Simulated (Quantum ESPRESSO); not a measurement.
# NaI (Fm-3m): a worked LO-TO splitting

Wanted: the LO mode of NaI (Fm-3m) from the TO mode and the field response.

Calculated with Quantum ESPRESSO 7.5; DFT LDA, scalar-relativistic, plane waves, PseudoDojo norm-conserving pseudopotentials.

### Step 1. Set-up

Symmetry: Fm-3m, No. 225, cubic system. The conventional cell has a = 6.262 Å, b = 6.262 Å, c = 6.262 Å, α = 90.00°, β = 90.00°, γ = 90.00°. Na has 6 I at 3.13 Å nearest. Nearest to I lie 6 Na at 3.13 Å. Farther neighbours and most contacts between anions are not listed.

This is the cell after its relaxation at this level of theory, not the database cell from which that began.

### Step 2. What the response run gave

A linear-response run on the relaxed cell, with the response to an electric field; only its zone-centre results are used. Cutoff 88 Ry, k mesh 8×8×8.

Output:

```text
[banners, grids, parts of the stress and lines that vanish by symmetry left out]
Program PHONON v.7.5
     Reading xml data from directory:

[...]
Exchange-correlation= PW
                           (   1   4   0   0   0   0   0)
[...]
kinetic-energy cut-off    =      88.0000  Ry
     charge density cut-off    =     352.0000  Ry
     convergence threshold     =      1.0E-18
[...]
Exchange-correlation= PW
                           (   1   4   0   0   0   0   0)
[...]
q = (   0.0000000   0.0000000   0.0000000 )
     49 Sym.Ops. (with q -> -q+G )
     G cutoff =  624.3359  (  45911 G-vectors)     FFT grid: ( 50, 50, 50)
     number of k points=    29
[...]
Mode symmetry, O_h (m-3m)  point group:
[...]
Dielectric constant
[...]
End of electric fields calculation
          Dielectric constant in cartesian axis
          (       3.642596904      -0.000000000      -0.000000000 )
          (      -0.000000000       3.642596904       0.000000000 )
          (      -0.000000000       0.000000000       3.642596904 )
          Effective charges (d Force / dE) in cartesian axis without acoustic sum rule applied (asr)
           atom    1  Na    Mean Z*:        1.16728
      Ex  (        1.16728        0.00000        0.00000 )
      Ey  (       -0.00000        1.16728       -0.00000 )
      Ez  (        0.00000       -0.00000        1.16728 )
           atom    2  I     Mean Z*:       -1.16930
      Ex  (       -1.16930        0.00000        0.00000 )
      Ey  (        0.00000       -1.16930        0.00000 )
      Ez  (        0.00000        0.00000       -1.16930 )
          Effective charges Sum: Mean:       -0.00202
[...]
Effective charges (d Force / dE) in cartesian axis with asr applied:
           atom    1  Na    Mean Z*:        1.16829
[...]
atom    2  I     Mean Z*:       -1.16829
[...]
Representation #   1 modes #   1   2   3
[...]
End of self-consistent calculation
     Convergence has been achieved
     Representation #   2 modes #   4   5   6
[...]
End of self-consistent calculation
     Convergence has been achieved
[...]
Dielectric constant in cartesian axis
          (       3.642596904      -0.000000000      -0.000000000 )
          (      -0.000000000       3.642596904       0.000000000 )
          (      -0.000000000       0.000000000       3.642596904 )
          Effective charges (d Force / dE) in cartesian axis without acoustic sum rule applied (asr)
           atom    1  Na    Mean Z*:        1.16728
      Ex  (        1.16728        0.00000        0.00000 )
      Ey  (       -0.00000        1.16728       -0.00000 )
      Ez  (        0.00000       -0.00000        1.16728 )
           atom    2  I     Mean Z*:       -1.16930
      Ex  (       -1.16930        0.00000        0.00000 )
      Ey  (        0.00000       -1.16930        0.00000 )
      Ez  (        0.00000        0.00000       -1.16930 )
          Effective charges Sum: Mean:       -0.00202
[...]
Effective charges (d Force / dE) in cartesian axis with asr applied:
           atom    1  Na    Mean Z*:        1.16829
[...]
atom    2  I     Mean Z*:       -1.16829
[...]
q = (    0.000000000   0.000000000   0.000000000 )
[...]
freq (    1) =       0.107431 [THz] =       3.583497 [cm-1]
     freq (    2) =       0.107431 [THz] =       3.583497 [cm-1]
     freq (    3) =       0.107431 [THz] =       3.583497 [cm-1]
     freq (    4) =       3.915308 [THz] =     130.600621 [cm-1]
     freq (    5) =       3.915308 [THz] =     130.600621 [cm-1]
     freq (    6) =       3.915308 [THz] =     130.600621 [cm-1]
[...]
Mode symmetry, O_h (m-3m)  point group:
     freq (   1-   3) =          3.6  [cm-1]   --> T_1u G_15  G_4- I
     freq (   4-   6) =        130.6  [cm-1]   --> T_1u G_15  G_4- I

   JOB DONE.
```

| quantity | value |
| --- | --- |
| cell volume Ω (Å³) | 61.396 |
| mass of Na (u) | 22.990 |
| mass of I (u) | 126.904 |
| Born charge of Na, raw (e) | 1.167 |
| Born charge of I, raw (e) | -1.169 |
| ε∞ | 3.643 |
| ω(TO) after the sum rule (cm⁻¹) | 130.3 |

### Step 3. The calculation

The charges must sum to zero over the cell; taking off their mean, -0.001 e, leaves Z* = 1.168 e on Na. In the polar mode Na moves against I, so the reduced mass is μ = 22.99 × 126.90 / 149.89 = 19.464 u.

A longitudinal wave builds up a field that adds to the restoring force: ω(LO)² = ω(TO)² + 4π Z*² / (μ Ω ε∞), in Hartree atomic units. With μ = 35480 electron masses and Ω = 414.32 bohr³ the second term is 3.2032e-07 Ha², or 15429 cm⁻² (1 Ha = 219474.6 cm⁻¹).

So ω(LO) = √(16986 + 15429) = 180.0 cm⁻¹, and by the Lyddane-Sachs-Teller relation ε₀ = ε∞ (ω(LO)/ω(TO))² = 6.95.

### Step 4. Check against the program

The analysis program adds the same non-analytic term to the full matrix, here for q along (1 0 0).

Output:

```text
[banner, memory and clock lines left out]
Program DYNMAT v.7.5

     Reading Dynamical Matrix from file g.dyn
     ...Force constants read
     ...epsilon and Z* read

     Polarizability (A^3 units)
     multiply by 0.531670 for Clausius-Mossotti correction
        12.911079   -0.000000   -0.000000
        -0.000000   12.911079    0.000000
        -0.000000    0.000000   12.911079

     IR activities are in (D/A)^2/amu units

# mode   [cm-1]    [THz]      IR
    1     -0.00   -0.0000    0.0000
    2      0.00    0.0000    0.0000
    3      0.00    0.0000    0.0000
    4    130.33    3.9072    1.6179
    5    130.33    3.9072    1.6179
    6    180.04    5.3975    1.6179
```

ε₀ comes from the program's run without a direction of q.

```csv
quantity,by hand,program
ω(LO) (cm⁻¹),180.0,180.0
ε₀,6.95,6.95
```

### Step 5. Outcome

| Quantity | Value |
| --- | --- |
| TO mode | 130.3 cm⁻¹ |
| LO mode | 180.0 cm⁻¹ |
| static dielectric constant | 6.951 |

What this shows: The LO mode of NaI (Fm-3m) lies at 180 cm⁻¹, 50 cm⁻¹ above the TO mode; the formula meets the program within 0.1 cm⁻¹, as it must for a cubic crystal with one polar mode. ω(LO)² − ω(TO)² goes with Z*²/ε∞: an error of 5 % in ε∞ would move the LO mode by 2.1 cm⁻¹, and semilocal functionals tend to overestimate ε∞. These are harmonic values at zero temperature, at the volume of this functional, for the structure held cubic; stability elsewhere in the zone is no part of this calculation.

[Host names and launcher messages were left out of these logs when they were recorded.]

[Logs are printed without paths, hosts, clocks, repeated set-up lines and the standing remarks that a program may print on its own settings, such as how far it seeks lower states.]

[Hosts, paths, dates, database ids (printed as entryN), source tags and the programs' standing remarks are cut or masked in the printed files.]
